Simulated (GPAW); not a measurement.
# Optical response of ZnS (Wurtzite-2H), part 2 of 2

Wanted: where ZnS (Wurtzite-2H) starts to absorb, how strongly, and its refractive index. The cell comes from an older database entry, whose edges can differ from later determinations, mostly by under a per cent.

GPAW 26.7.0; DFT, PBE, plane-wave PAW (GPAW data sets), scalar-relativistic, RPA, optical limit.

So far. Step 2 (Ground state): There is a gap, 2.24 eV on this mesh (points off the mesh can give less), so no carriers' term is needed.

The database entry behind the starting cell differs from later determinations by our own check (about 0.4 % short), so it need not match the best structure at ambient conditions.

### Step 4. Dielectric function, RPA (continued)

Re ε against photon energy:

```csv
photon energy (eV),E ∥ x,E ∥ z
0.0,5.55,5.59
0.5,5.59,5.64
1.0,5.71,5.77
1.5,5.96,6.03
2.0,6.45,6.56
2.5,6.53,6.63
3.0,7.19,6.96
3.5,8.26,7.78
4.0,7.43,8.43
4.5,9.03,8.67
5.0,7.04,7.59
5.5,5.60,3.85
6.0,1.07,1.84
6.5,3.39,2.80
7.0,0.499,0.515
7.5,-0.211,-0.561
8.0,-0.809,-0.490
8.5,-0.270,-0.360
9.0,-0.862,-0.878
9.5,-1.13,-1.04
10.0,-0.695,-0.721
10.5,-0.837,-0.736
11.0,-1.34,-1.06
11.5,-1.03,-0.491
12.0,-0.779,-0.961
12.5,-0.934,-1.02
13.0,-0.607,-0.259
13.5,-0.648,-0.481
```

The loss function −Im 1/ε at q → 0 has structure finer than the step of the table below, so its rows give means over 0.5 eV, whole bins alone (the curve runs from 0 to 14.0 eV). Peaks (eV: height): E ∥ z 13.00: 0.969.

Values under the direct gap are tails of Lorentzian lines. The loss function −Im 1/ε at q → 0 by energy loss; means over each step:

```csv
energy loss (eV),E ∥ x,E ∥ z
0.5,7.7e-4,7.9e-4
1.0,0.00164,0.00170
1.5,0.00293,0.00309
2.0,0.00871,0.00975
2.5,0.0129,0.0142
3.0,0.0250,0.0325
3.5,0.0272,0.0212
4.0,0.0415,0.0323
4.5,0.0483,0.0451
5.0,0.0703,0.0667
5.5,0.0824,0.0966
6.0,0.133,0.155
6.5,0.125,0.133
7.0,0.129,0.142
7.5,0.166,0.184
8.0,0.205,0.215
8.5,0.245,0.227
9.0,0.241,0.262
9.5,0.266,0.284
10.0,0.332,0.354
10.5,0.333,0.345
11.0,0.317,0.388
11.5,0.420,0.451
12.0,0.487,0.441
12.5,0.518,0.535
13.0,0.654,0.879
13.5,0.686,0.759
```

The reflectivity at normal incidence has structure finer than the step of the table below, so its rows give means over 0.25 eV, whole bins alone (the curve runs from 0 to 14.0 eV). Peaks (eV: height): E ∥ x 5.765: 36.7, 7.153: 37.4, 7.729: 37.7, 9.617: 36.3, 11.328: 40.6, 12.504: 37.5, 13.686: 34.9; E ∥ z 5.077: 37.6, 5.615: 40.1, 7.323: 36.3, 8.767: 35.2, 9.617: 35.8, 11.103: 35.7, 12.585: 42.3.

Reflectivity at normal incidence against photon energy; means over each step:

```csv
photon energy (eV),E ∥ x (%),E ∥ z (%)
0.25,16.4,16.5
0.50,16.4,16.6
0.75,16.6,16.7
1.00,16.8,17.0
1.25,17.1,17.3
1.50,17.5,17.7
1.75,18.1,18.4
2.00,18.9,19.3
2.25,19.1,19.3
2.50,19.3,19.5
2.75,21.0,21.6
3.00,21.5,21.5
3.25,21.1,19.7
3.50,23.9,22.6
3.75,24.3,24.4
4.00,23.7,25.3
4.25,26.0,28.2
4.50,29.1,28.8
4.75,29.7,32.5
5.00,29.6,36.7
5.25,31.5,33.9
5.50,33.2,37.4
5.75,36.2,35.6
6.00,33.6,28.0
6.25,26.8,27.3
6.50,28.7,28.6
6.75,33.8,33.2
7.00,36.7,34.9
7.25,36.9,36.2
7.50,34.8,34.2
7.75,37.0,33.0
8.00,34.7,32.4
8.25,33.2,31.3
8.50,29.6,31.4
8.75,31.2,34.7
9.00,33.4,32.9
9.25,33.1,32.1
9.50,34.8,34.0
9.75,34.5,33.4
10.00,30.3,30.2
10.25,30.5,28.7
10.50,31.3,30.4
10.75,31.9,33.6
11.00,37.2,34.9
11.25,39.7,31.2
11.50,37.2,27.4
11.75,33.2,33.7
12.00,32.3,35.8
12.25,33.6,36.2
12.50,36.8,41.0
12.75,34.2,36.5
13.00,31.8,25.3
13.25,31.3,22.6
13.50,33.5,27.9
13.75,34.7,27.0
```

Values under the direct gap are tails of Lorentzian lines. The Im ε, E ∥ x by photon energy; read off at these points:

```csv
photon energy (eV),without local fields,with local fields
0.000,0,0
0.250,0.0129,0.0116
0.500,0.0263,0.0238
0.750,0.0411,0.0372
1.000,0.0581,0.0530
1.250,0.0794,0.0729
1.500,0.109,0.101
1.750,0.160,0.152
2.000,0.300,0.295
2.250,0.766,0.781
2.500,0.466,0.459
2.750,0.664,0.654
3.000,1.75,1.78
3.250,1.06,1.05
3.500,1.78,1.75
3.750,2.84,2.81
4.000,2.87,2.78
4.250,3.24,3.03
4.500,5.47,5.03
4.750,7.04,6.42
5.000,7.24,6.48
5.250,8.88,7.64
5.500,10.1,8.41
5.715,11.6,9.69
5.750,11.3,9.54
6.000,8.75,7.29
6.250,7.31,5.48
6.500,9.51,6.48
6.750,11.8,8.07
6.820,11.7,8.13
7.000,10.7,7.79
7.250,8.52,6.62
7.500,7.89,5.79
7.750,6.79,5.53
8.000,5.98,4.67
8.250,5.17,4.07
8.500,5.28,3.97
8.750,5.10,4.27
9.000,4.40,4.07
9.250,3.92,3.62
9.500,3.54,3.54
9.750,2.93,2.82
10.000,3.10,2.76
10.250,3.00,2.87
10.500,2.72,2.72
10.750,2.60,2.78
11.000,2.07,2.61
11.250,1.65,2.08
11.500,1.45,1.66
11.750,1.52,1.68
12.000,1.45,1.65
12.250,1.36,1.67
12.500,1.10,1.39
12.750,1.06,1.22
13.000,1.07,1.20
13.250,1.07,1.20
13.500,0.937,1.13
13.750,0.787,0.955
```

At chosen wavelengths:

```csv
wavelength (nm),n x,k x,R (%) x,1/α x,n z,k z,R (%) z,1/α z
1550,2.38,0.008,16.6,15 µm,2.39,0.009,16.8,14 µm
1064,2.40,0.014,17.0,6.2 µm,2.42,0.014,17.2,5.9 µm
633,2.53,0.050,18.8,998 nm,2.55,0.057,19.1,883 nm
532,2.52,0.139,18.7,306 nm,2.52,0.151,18.9,280 nm
405,2.63,0.330,20.8,98 nm,2.56,0.425,20.3,76 nm
308,2.78,0.487,23.4,50 nm,2.95,0.436,25.2,56 nm
248,2.88,1.124,29.4,18 nm,3.20,1.624,36.9,12 nm
```

Below the direct gap, k and the depth come from the tails of the Lorentzian lines, not from transitions.

Rows near the edge hang on the gap, which this functional as a rule makes too small, and phonon-assisted absorption is left out.

At 1064 nm the birefringence n(z) − n(x) is +0.012: the crystal is uniaxial positive at this level.

### Step 5. Results

| Quantity | Value |
| --- | --- |
| electronic dielectric constant ε∞, mean over x, y and z (by symmetry where fewer were run) (RPA) | 5.56 |
| main peak of Im epsilon, first axis | 5.71 eV |

At this level (PBE, RPA) ZnS has a mean ε∞ = 5.56 and n = 2.38 at 1550 nm (E ∥ x), and Im ε peaks at 5.7 eV (E ∥ x). On the mesh the gap is 2.24 eV and the least direct gap 2.24 eV. Local fields change the static value along x from 6.21 to 5.55 (-11 %). Distinct maxima of Im ε, read by a parabola through the highest points, lie at 3.88 eV (3.1), 5.71 eV (9.7), 6.81 eV (8.1) and 8.74 eV (4.3) for E ∥ x. The static values by axis are 5.55 (x), 5.59 (z). At 1064 nm the birefringence n(z) − n(x) is +0.012: the crystal is uniaxial positive at this level. Excitons and phonon-assisted transitions are missing; PBE gaps are as a rule too small, which pulls the onset down and ε∞ up. The sum runs over mesh points, so small or evenly spaced maxima can still be ripples of the mesh. In this version of GPAW the matrix elements of the optical limit are incomplete, which can lower ε − 1 by up to a tenth where first-row anions or d states rule, and shift it by more in d metals.

[Machine, clock and banner lines and Python warnings are left out of the logs.]

[Logs are printed without paths, hosts, clocks, repeated set-up lines and the standing remarks that a program may print on its own settings, such as how far it seeks lower states.]

[Hosts, paths, dates, database ids (printed as entryN), source tags and the programs' standing remarks are cut or masked in the printed files.]
